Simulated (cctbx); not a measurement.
**Be2Al4CN3 with cctbx, script by script**

Library: cctbx 2025.11. The data are simulated by the first script.

## 1. Simulate the data

run.py:

```python
from cctbx import adptbx, crystal, miller, sgtbx, xray
from cctbx.array_family import flex
from iotbx.shelx import hklf
from scitbx import matrix
import scitbx.random

cs = crystal.symmetry(unit_cell=(6.229, 6.867, 5.346, 90, 90, 90), space_group_symbol='Hall: P 2 2ab -1ab')  # Pmmn
atoms = [  # label, site, U (iso, or U11 U22 U33 U12 U13 U23 in A^2), occupancy
    ("Al1", (0.7531, 0, 0.018), (0.0220, 0.0189, 0.0283, 0.0000, 0.0036, 0.0000), 1),
    ("Al2", (0.5, 0.5, 0.4923), (0.0216, 0.0244, 0.0221, 0.0000, 0.0000, 0.0000), 1),
    ("Al3", (0.5, 0, 0.5288), (0.0223, 0.0255, 0.0268, 0.0000, 0.0000, 0.0000), 1),
    ("N1", (0.2433, 0.5, 0.6636), (0.0371, 0.0264, 0.0260, 0.0000, 0.0019, 0.0000), 1),
    ("N2", (0, 0, 0.8408), (0.0327, 0.0288, 0.0334, 0.0000, 0.0000, 0.0000), 1),
    ("C1", (0, 0.5, 0.1401), (0.0317, 0.0359, 0.0318, 0.0000, 0.0000, 0.0000), 1),
    ("Be1", (0, 0.3092, 0.8248), (0.0282, 0.0282, 0.0240, 0.0000, 0.0000, -0.0042), 1),
]
xs = xray.structure(crystal_symmetry=cs)
for label, site, u, occ in atoms:
    u = adptbx.u_cif_as_u_star(cs.unit_cell(), u) if isinstance(u, tuple) else u
    xs.add_scatterer(xray.scatterer(label, site=site, u=u, occupancy=occ))
xs.set_inelastic_form_factors(1.54184, "sasaki")
xs.show_summary()
p1 = xs.expand_to_p1()
ms = miller.build_set(p1, anomalous_flag=True, d_min=0.83)
flex.set_random_seed(213410)
scitbx.random.set_random_seed(213410)
ms = ms.select(flex.random_double(ms.size()) < 0.5)
i = ms.structure_factors_from_scatterers(p1, algorithm="direct").f_calc().as_intensity_array().data()
i = i * 40000 / flex.max(i)
sig = flex.sqrt(i + flex.pow2(0.02 * i) + 15 ** 2)
noise = scitbx.random.variate(scitbx.random.normal_distribution())(i.size())
data = ms.array(data=i + sig * noise, sigmas=sig).set_observation_type_xray_intensity()
with open("data.hkl", "w") as f:
    data.export_as_shelx_hklf(f)
print("reflections written:", data.size(), " <I/sigma> = %.1f" % flex.mean(data.data() / data.sigmas()))
for h, a, b in list(data.sort("data"))[:12]:
    print("%4d%4d%4d %9.1f %7.1f" % (h + (a, b)))
```

```console
$ python run.py
```

```text
Number of scatterers: 7
At special positions: 7
Unit cell: (6.229, 6.867, 5.346, 90, 90, 90)
Space group: P m m n :1 (No. 59)
reflections written: 832  <I/sigma> = 7.3
   0  -2   0   39256.0   824.8
   0   4   0   19308.4   406.3
  -4   0   0   18237.0   377.7
   0  -4   0   18031.1   406.3
   2   0   3   15701.9   332.5
  -2   0   3   15478.2   332.5
  -4  -2   0   11445.4   248.3
   4  -2   0   11371.3   248.3
   4   2   0   10919.8   248.3
   2  -2   3    9882.6   214.8
   2  -2  -3    9612.2   214.8
   0   2   2    9051.0   206.0
```

Run time: 0.23 s on 1 thread of Arm Neoverse V2, on a shared host, peak memory 0.07 GiB.

## 2. Symmetry

run.py:

```python
from cctbx import crystal, sgtbx, statistics
from cctbx.array_family import flex
from iotbx.shelx import hklf

p1 = crystal.symmetry(unit_cell=(6.229, 6.867, 5.346, 90, 90, 90), space_group_symbol="P 1")
raw = hklf.reader(file_name="data.hkl").as_miller_arrays(crystal_symmetry=p1, anomalous=True)[0]
print(raw.size(), "reflections to d = %.3f A" % raw.d_min())
isig = raw.data() / raw.sigmas()
print("centring   violations  <I/sigma> of those")
best = "P"
for c in "ABCIRF":
    a = raw.customized_copy(space_group_info=sgtbx.space_group_info("Hall: %s 1" % c)).sys_absent_flags().data()
    m = flex.mean(isig.select(a))
    print("%5s %10d of %5d %8.1f" % (c, (isig.select(a) > 4).count(True), a.count(True), m))
    if (isig.select(a) > 4).count(True) < 0.01 * a.count(True):
        best = c
raw = raw.select(~raw.customized_copy(space_group_info=sgtbx.space_group_info("Hall: %s 1" % best)).sys_absent_flags().data())
isig = raw.data() / raw.sigmas()
rows = []
for s in sgtbx.space_group_symbol_iterator():
    g = sgtbx.space_group(s)
    if g.conventional_centring_type_symbol() != best or not g.is_compatible_unit_cell(p1.unit_cell(), 1e-3, 0.02):
        continue
    rows.append((s, g))
print("Laue class    unique    Rint  (classes that these axes allow; Friedel mates merged)")
rint = {}
for s, g in rows:
    laue = g.build_derived_patterson_group()
    key = laue.type().hall_symbol()
    if key not in rint:
        m = raw.customized_copy(space_group_info=laue.info(), anomalous_flag=False).merge_equivalents()
        rint[key] = m.r_int()
        print("%-14s %6d %7.3f" % (laue.type().lookup_symbol(), m.array().size(), m.r_int()))
floor = min(rint.values())
good = [(s, g) for s, g in rows if rint[g.build_derived_patterson_group().type().hall_symbol()] < 2 * floor + 0.03]
top = max(g.build_derived_patterson_group().order_z() for s, g in good)
print("space group    extra absences  I>4sigma  <I/sigma>")
for s, g in good:
    laue = g.build_derived_patterson_group()
    if laue.order_z() != top:
        continue
    a = raw.customized_copy(space_group_info=g.info()).sys_absent_flags().data()
    a &= ~raw.customized_copy(space_group_info=laue.info()).sys_absent_flags().data()
    bad = (isig.select(a) > 4).count(True)
    if bad <= 0.03 * a.count(True):
        print("%-16s %8d %10d %9s  %s" % (s.universal_hermann_mauguin(), a.count(True), bad, "%.1f" % flex.mean(isig.select(a)) if a.count(True) else "-", "centric" if g.is_centric() else "acentric"))
laue = max(good, key=lambda t: t[1].build_derived_patterson_group().order_z())[1].build_derived_patterson_group()
f = raw.customized_copy(space_group_info=laue.info(), anomalous_flag=False).merge_equivalents().array().eliminate_sys_absent().f_sq_as_f()
f.set_observation_type_xray_amplitude()
bins = max(3, min(8, f.size() // 12))
f.setup_binner(n_bins=bins)
w = statistics.wilson_plot(f, {e: n / laue.order_z() for e, n in {'Al': 8.0, 'N': 6.0, 'C': 2.0, 'Be': 4.0}.items()}, e_statistics=True)
print("Wilson B = %.2f A^2   <|E^2-1|> = %.3f (0.968 centric, 0.736 acentric)   E^2>4: %.1f %%" % (w.wilson_b, w.mean_e_sq_minus_1, w.percent_e_sq_gt_2))
print("shell (A)         n   <I/sigma>")
m = raw.customized_copy(space_group_info=laue.info(), anomalous_flag=False).merge_equivalents().array().eliminate_sys_absent()
for b in m.setup_binner(n_bins=bins).range_used():
    sel = m.binner().selection(b)
    print("%5.2f - %4.2f %6d %8.1f" % (min(m.binner().bin_d_range(b)[0] if m.binner().bin_d_range(b)[0] > 0 else 99, 99), m.binner().bin_d_range(b)[1], sel.count(True), flex.mean((m.data() / m.sigmas()).select(sel))))
```

```console
$ python run.py
```

```text
832 reflections to d = 0.830 A
centring   violations  <I/sigma> of those
    A        107 of   400      6.9
    B        131 of   416      7.5
    C        130 of   412      5.5
    I        111 of   412      6.8
    R        167 of   557      7.5
    F        184 of   614      6.6
Laue class    unique    Rint  (classes that these axes allow; Friedel mates merged)
P -1              621   0.025
P 1 2/m 1         417   0.031
P 1 1 2/m         417   0.028
P 2/m 1 1         420   0.030
P m m m           266   0.033
space group    extra absences  I>4sigma  <I/sigma>
P 2 2 2                 0          0         -  acentric
P 21 2 2                3          0       0.8  acentric
P 2 21 2                3          0      -1.0  acentric
P 21 21 2               6          0      -0.1  acentric
P m m 2                 0          0         -  acentric
P 2 m m                 0          0         -  acentric
P m 2 m                 0          0         -  acentric
P 21 m n               47          0       0.1  acentric
P m 21 n               47          0       0.1  acentric
P m m m                 0          0         -  centric
P m m n :1             47          0       0.1  centric
P m m n :2             47          0       0.1  centric
Wilson B = 2.47 A^2   <|E^2-1|> = 1.296 (0.968 centric, 0.736 acentric)   E^2>4: 8.0 %
shell (A)         n   <I/sigma>
 6.23 - 1.65     42     14.5
 1.65 - 1.31     35     18.9
 1.31 - 1.15     33     13.4
 1.15 - 1.04     32     13.4
 1.04 - 0.97     30     10.9
 0.97 - 0.91     31      9.8
 0.91 - 0.87     36     10.7
 0.87 - 0.83     27      4.3
```

Time: 0.33 s.

## 3. Patterson map

run.py:

```python
from cctbx import crystal, maptbx
from iotbx.shelx import hklf

cs = crystal.symmetry(unit_cell=(6.229, 6.867, 5.346, 90, 90, 90), space_group_symbol='Hall: P 2 2ab -1ab')  # Pmmn
raw = hklf.reader(file_name="data.hkl").as_miller_arrays(crystal_symmetry=cs, anomalous=True)[0]
merged = raw.eliminate_sys_absent().merge_equivalents()
fo2 = merged.array().set_observation_type_xray_intensity()
f = fo2.average_bijvoet_mates().f_sq_as_f()
pm = f.patterson_map(symmetry_flags=maptbx.use_space_group_symmetry, sharpening=True, resolution_factor=0.25)
peaks = pm.peak_search(parameters=maptbx.peak_search_parameters(min_distance_sym_equiv=0.4, max_clusters=14)).all()
top = peaks.heights()[0]
print("Patterson group", f.patterson_symmetry().space_group_info())
print("      u       v       w   height  length (A)")
for x, h in zip(peaks.sites(), peaks.heights()):
    y = [t - round(t) for t in x]
    print("%7.3f %7.3f %7.3f %8.1f %8.2f" % (x + (1000 * h / top, cs.unit_cell().length(y))))
```

```console
$ python run.py
```

```text
Patterson group P m m m
      u       v       w   height  length (A)
  0.000   0.000   0.000   1000.0     0.00
  0.250   0.000   0.500    935.7     3.09
  0.500   0.000   0.000    935.1     3.11
  0.000   0.500   0.000    699.1     3.43
  0.251   0.500   0.500    682.6     4.62
  0.500   0.500   0.000    681.9     4.64
  0.500   0.500   0.358    228.4     5.02
  0.000   0.500   0.359    226.9     3.93
  0.249   0.500   0.140    217.8     3.84
  0.500   0.000   0.321    200.6     3.56
  0.250   0.000   0.177    198.4     1.82
  0.000   0.000   0.322    194.6     1.72
  0.176   0.059   0.000    102.9     1.17
  0.323   0.059   0.000    101.2     2.05
```

Time: 0.23 s.

## 4. Charge flipping

run.py:

```python
import itertools
from cctbx import crystal, maptbx
from cctbx.array_family import flex
from iotbx.shelx import hklf
from smtbx.ab_initio import charge_flipping as cf

cs = crystal.symmetry(unit_cell=(6.229, 6.867, 5.346, 90, 90, 90), space_group_symbol='Hall: P 2 2ab -1ab')  # Pmmn
raw = hklf.reader(file_name="data.hkl").as_miller_arrays(crystal_symmetry=cs, anomalous=True)[0]
merged = raw.eliminate_sys_absent().merge_equivalents()
fo2 = merged.array().set_observation_type_xray_intensity()
f = fo2.average_bijvoet_mates().f_sq_as_f().resolution_filter(d_min=0.83)
p1 = f.expand_to_p1()
work = p1
flex.set_random_seed(79540)
it = cf.weak_reflection_improved_iterator(delta=None, weak_reflection_fraction=0.2)
it.start(work, phases=flex.random_double(p1.size()) * 6.2832, f_000=0)
it.delta = 1.1 * it.rho_map.sigma()
print("cycle      R  skewness")
for n, st in enumerate(itertools.islice(it, 300)):
    if n % 25 == 0:
        print("%5d %6.3f %8.2f" % (n, st.r1_factor(), st.rho_map.skewness()))
rho = p1.phase_transfer(it.f_calc).fft_map().apply_volume_scaling()
polish = cf.low_density_elimination_iterator(constant_rho_c=rho.sigma())
polish.start(f_obs=p1, phases=it.f_calc, f_000=0)
for _ in range(8):
    next(polish)
print("origin shift          correlation  skewness")
maps = []
for fc, shift, cc in itertools.islice(cf.f_calc_symmetrisations(f, polish.f_calc, 0), 4):
    m = f.phase_transfer(fc).fft_map(symmetry_flags=maptbx.use_space_group_symmetry, resolution_factor=0.25).apply_sigma_scaling()
    maps.append((m.skewness(), cc, m))
    print("%6.3f %6.3f %6.3f %10.3f %9.2f" % (tuple(shift) + (cc, m.skewness())))
skew, cc, m = max((t for t in maps if t[1] > maps[0][1] - 0.04), key=lambda t: t[0])
print("taken: symmetry correlation %.3f, skewness %.2f" % (cc, skew))
peaks = m.peak_search(parameters=maptbx.peak_search_parameters(min_distance_sym_equiv=0.9, max_clusters=12)).all()
sps = cs.special_position_settings(min_distance_sym_equiv=0.5)
print("peak      x       y       z  mult  height/sigma")
for k, (x, h) in enumerate(zip(peaks.sites(), peaks.heights())):
    ss = sps.site_symmetry(x)
    print("Q%-3d %7.4f %7.4f %7.4f %4d %8.1f" % ((k + 1,) + tuple(t % 1 for t in ss.exact_site()) + (ss.multiplicity(), h)))
```

```console
$ python run.py
```

```text
cycle      R  skewness
    0  0.624     0.56
   25  0.369     3.79
   50  0.383     3.63
   75  0.416     3.61
  100  0.423     3.66
  125  0.397     3.56
  150  0.390     3.61
  175  0.390     3.42
  200  0.401     3.62
  225  0.394     3.52
  250  0.374     3.49
  275  0.381     3.48
origin shift          correlation  skewness
 0.413  0.304  0.296      0.894      3.08
 0.163  0.304  0.296      0.894      3.08
 0.416  0.303  0.139      0.891      1.70
 0.166  0.303  0.139      0.891      1.73
taken: symmetry correlation 0.894, skewness 3.08
peak      x       y       z  mult  height/sigma
Q1    0.0000  0.0000  0.6751    2      9.9
Q2    0.2499  0.0000  0.1791    4      9.5
Q3    0.0000  0.5000  0.3232    2      8.8
Q4    0.0000  0.0000  0.3346    2      6.6
Q5    0.2530  0.0000  0.8416    4      5.8
Q6    0.0000  0.5000  0.6694    2      5.6
Q7    0.0000  0.1078  0.9631    4      2.2
Q8    0.2485  0.1115  0.4739    8      1.9
Q9    0.0000  0.3870  0.0300    4      1.8
Q10   0.0000  0.2738  0.9335    4      1.6
Q11   0.0922  0.0000  0.0443    4      1.4
Q12   0.2454  0.2545  0.4044    8      1.3
```

Time: 0.33 s.

## 5. Refinement (model from the peaks)

run.py:

```python
import math
from cctbx import adptbx, crystal, maptbx, sgtbx, xray
from cctbx.array_family import flex
from cctbx.xray import observations
from iotbx.shelx import hklf
from scitbx.lstbx import normal_eqns_solving
from smtbx import absolute_structure, utils
from smtbx.refinement import constraints, least_squares

cs = crystal.symmetry(unit_cell=(6.229, 6.867, 5.346, 90, 90, 90), space_group_symbol='Hall: P 2 2ab -1ab')  # Pmmn
atoms = [  # label, site, U (iso, or U11 U22 U33 U12 U13 U23 in A^2), occupancy
    ("Al1", (0, 0, 0.6751), 0.0200, 1),
    ("Al2", (0.2499, 0, 0.1791), 0.0200, 1),
    ("Al3", (0, 0.5, 0.3232), 0.0200, 1),
    ("C1", (0, 0, 0.3346), 0.0200, 1),
    ("N1", (0.253, 0, 0.8416), 0.0200, 1),
    ("N2", (0, 0.5, 0.6694), 0.0200, 1),
    ("Be1", (0, 0.1078, 0.9631), 0.0200, 1),
]
xs = xray.structure(crystal_symmetry=cs)
for label, site, u, occ in atoms:
    u = adptbx.u_cif_as_u_star(cs.unit_cell(), u) if isinstance(u, tuple) else u
    xs.add_scatterer(xray.scatterer(label, site=site, u=u, occupancy=occ))
xs.set_inelastic_form_factors(1.54184, "sasaki")
raw = hklf.reader(file_name="data.hkl").as_miller_arrays(crystal_symmetry=cs, anomalous=True)[0]
merged = raw.eliminate_sys_absent().merge_equivalents()
fo2 = merged.array().set_observation_type_xray_intensity()
print("Rint %.3f, %d unique reflections to %.2f A" % (merged.r_int(), fo2.size(), fo2.d_min()))
for sc in xs.scatterers():
    sc.flags.set_grad_site(True)
    sc.flags.set_grad_u_aniso(sc.flags.use_u_aniso())
    sc.flags.set_grad_u_iso(sc.flags.use_u_iso())
obs = fo2.as_xray_observations()
extra = {}
rep = constraints.reparametrisation(xs, [], utils.connectivity_table(xs), **extra)
ls = least_squares.crystallographic_ls(obs, rep, weighting_scheme=least_squares.mainstream_shelx_weighting(a=0, b=0))
print("cycle     R1     wR2    GooF  max shift (A)")
for cycle in range(6):
    ls.build_up()
    r1, wr2, goof = ls.r1_factor(cutoff_factor=2)[0], ls.wR2(), ls.goof()
    old = xs.sites_cart()
    normal_eqns_solving.levenberg_marquardt_iterations(ls, n_max_iterations=3, tau=0.0001, step_threshold=1e-7)
    big = flex.max((xs.sites_cart() - old).norms())
    print("%4d %7.4f %7.4f %7.3f %9.5f" % (cycle + 1, r1, wr2, goof, big))
    ls.build_up(objective_only=True)
    if abs(ls.wR2() - wr2) < 5e-5 and big < 5e-4:
        break
ls.build_up()
print("final R1 %.4f wR2 %.4f GooF %.3f  parameters %d  data/parameter %.1f" % (ls.r1_factor(cutoff_factor=2)[0], ls.wR2(), ls.goof(), ls.n_parameters, fo2.size() / ls.n_parameters))
cov = ls.covariance_matrix_and_annotations()
su = dict(zip(cov.annotations, (math.sqrt(max(v, 0)) for v in cov.matrix.matrix_packed_u_diagonal())))
a2 = cs.unit_cell().reciprocal_parameters()[0] ** -2
print("atom        x        y        z      Ueq    occ   su(xyz)  su(Uiso or U11)")
for sc in xs.scatterers():
    s = max(su.get(sc.label + k, 0) for k in (".x", ".y", ".z"))
    npd = "" if sc.is_positive_definite_u(cs.unit_cell()) else "  NPD"
    print("%-5s %8.5f %8.5f %8.5f %8.4f %6.3f %8.5f %7.4f%s" % ((sc.label,) + sc.site + (sc.u_iso_or_equiv(cs.unit_cell()), sc.occupancy, s, su.get(sc.label + ".uiso", su.get(sc.label + ".u11", 0) * a2), npd)))
fo = fo2.f_sq_as_f()
fc = fo.structure_factors_from_scatterers(xs, algorithm="direct").f_calc()
diff = fo.f_obs_minus_f_calc(1 / math.sqrt(ls.scale_factor()), fc).average_bijvoet_mates()
m = diff.fft_map(symmetry_flags=maptbx.use_space_group_symmetry, resolution_factor=0.25).apply_volume_scaling()
print("difference map: max %.2f min %.2f rms %.2f" % (m.statistics().max(), m.statistics().min(), m.statistics().sigma()))
peaks = m.peak_search(parameters=maptbx.peak_search_parameters(min_distance_sym_equiv=0.6, max_clusters=5)).all()
near = xs.closest_distances(peaks.sites(), distance_cutoff=4)
sps = cs.special_position_settings(min_distance_sym_equiv=0.5)
for k, (x, h) in enumerate(zip(peaks.sites(), peaks.heights())):
    ss = sps.site_symmetry(x)
    print("Q%-3d %7.4f %7.4f %7.4f %4d %7.2f  %.2f A from %s" % ((k + 1,) + tuple(t % 1 for t in ss.exact_site()) + (ss.multiplicity(), h, near.smallest_distances[k], xs.scatterers()[near.i_seqs[k]].label)))
```

```console
$ python run.py
```

```text
Rint 0.032, 243 unique reflections to 0.83 A
cycle     R1     wR2    GooF  max shift (A)
   1  0.3547  0.6427  16.965   0.19389
   2  0.1913  0.3625   9.568   0.22876
   3  0.2029  0.3866  10.203   0.13040
   4  0.2041  0.3978  10.501   0.06335
   5  0.1891  0.3597   9.495   0.00324
   6  0.1888  0.3595   9.490   0.02046
final R1 0.1891 wR2 0.3614 GooF 9.539  parameters 17  data/parameter 14.3
atom        x        y        z      Ueq    occ   su(xyz)  su(Uiso or U11)
Al1    0.00000  0.00000  0.68237   0.0281  1.000  0.00384  0.0043
Al2    0.25202  0.00000  0.18259   0.0336  1.000  0.00255  0.0035
Al3    0.00000  0.50000  0.31925   0.0340  1.000  0.00409  0.0048
C1     0.00000  0.00000  0.38272   0.0001  1.000  0.00572  0.0092
N1     0.25045  0.00000  0.84297   0.0001  1.000  0.00482  0.0050
N2     0.00000  0.50000  0.66178   0.0001  1.000  0.00595  0.0077
Be1    0.00000  0.08942  0.87982   0.1108  1.000  0.01833  0.0326
difference map: max 2.70 min -5.36 rms 0.51
Q1    0.2459  0.0000  0.8964    4    2.79  0.29 A from N1
Q2    0.0000  0.0000  0.3560    2    2.29  0.14 A from C1
Q3    0.0000  0.5000  0.6109    2    2.19  0.27 A from N2
Q4    0.0000  0.1801  0.0265    4    2.03  1.00 A from Be1
Q5    0.0000  0.1913  0.3337    4    1.89  1.34 A from C1
```

Time: 0.57 s.

Figures of merit this high mean that the model is still wrong or incomplete.

## 6. Charge flipping

run.py, as its changes from the last script of this kind:

```diff
@@ -13,2 +13,3 @@
-work = p1
-flex.set_random_seed(79540)
+p1.setup_binner_counting_sorted(reflections_per_bin=max(40, p1.size() // 12))
+work = p1.array(data=p1.data() / p1.amplitude_quasi_normalisations().data())
+flex.set_random_seed(79541)
@@ -19,2 +20,2 @@
-for n, st in enumerate(itertools.islice(it, 300)):
-    if n % 25 == 0:
+for n, st in enumerate(itertools.islice(it, 600)):
+    if n % 50 == 0:
```

```console
$ python run.py
```

```text
cycle      R  skewness
    0  0.666     0.21
   50  0.606     2.69
  100  0.601     2.50
  150  0.577     2.62
  200  0.598     2.51
  250  0.610     2.45
  300  0.596     2.47
  350  0.587     2.31
  400  0.601     2.45
  450  0.640     2.45
  500  0.566     2.34
  550  0.593     2.49
origin shift          correlation  skewness
 0.087  0.269  0.138      0.970      5.60
 0.337  0.269  0.139      0.970      5.63
 0.338  0.018  0.138      0.964      5.36
 0.088  0.018  0.138      0.964      5.34
taken: symmetry correlation 0.970, skewness 5.63
peak      x       y       z  mult  height/sigma
Q1    0.2495  0.0000  0.9919    4     12.4
Q2    0.0000  0.0000  0.4953    2     12.3
Q3    0.0000  0.5000  0.5169    2     10.9
Q4    0.0000  0.0000  0.1844    2      4.5
Q5    0.2506  0.0000  0.6914    4      3.6
Q6    0.0000  0.5000  0.8125    2      2.7
Q7    0.2286  0.0000  0.4181    4      1.1
Q8    0.0000  0.3566  0.1686    4      0.9
Q9    0.0000  0.2222  0.7295    4      0.8
Q10   0.0000  0.3100  0.5622    4      0.7
Q11   0.0000  0.5000  0.0831    2      0.7
Q12   0.0000  0.0000  0.9359    2      0.7
```

It took 0.38 s on 1 thread of Arm Neoverse V2, on a shared host, peak memory 0.07 GiB.

[Logs are printed without paths, hosts, clocks, repeated set-up lines and the standing remarks that a program may print on its own settings, such as how far it seeks lower states.]
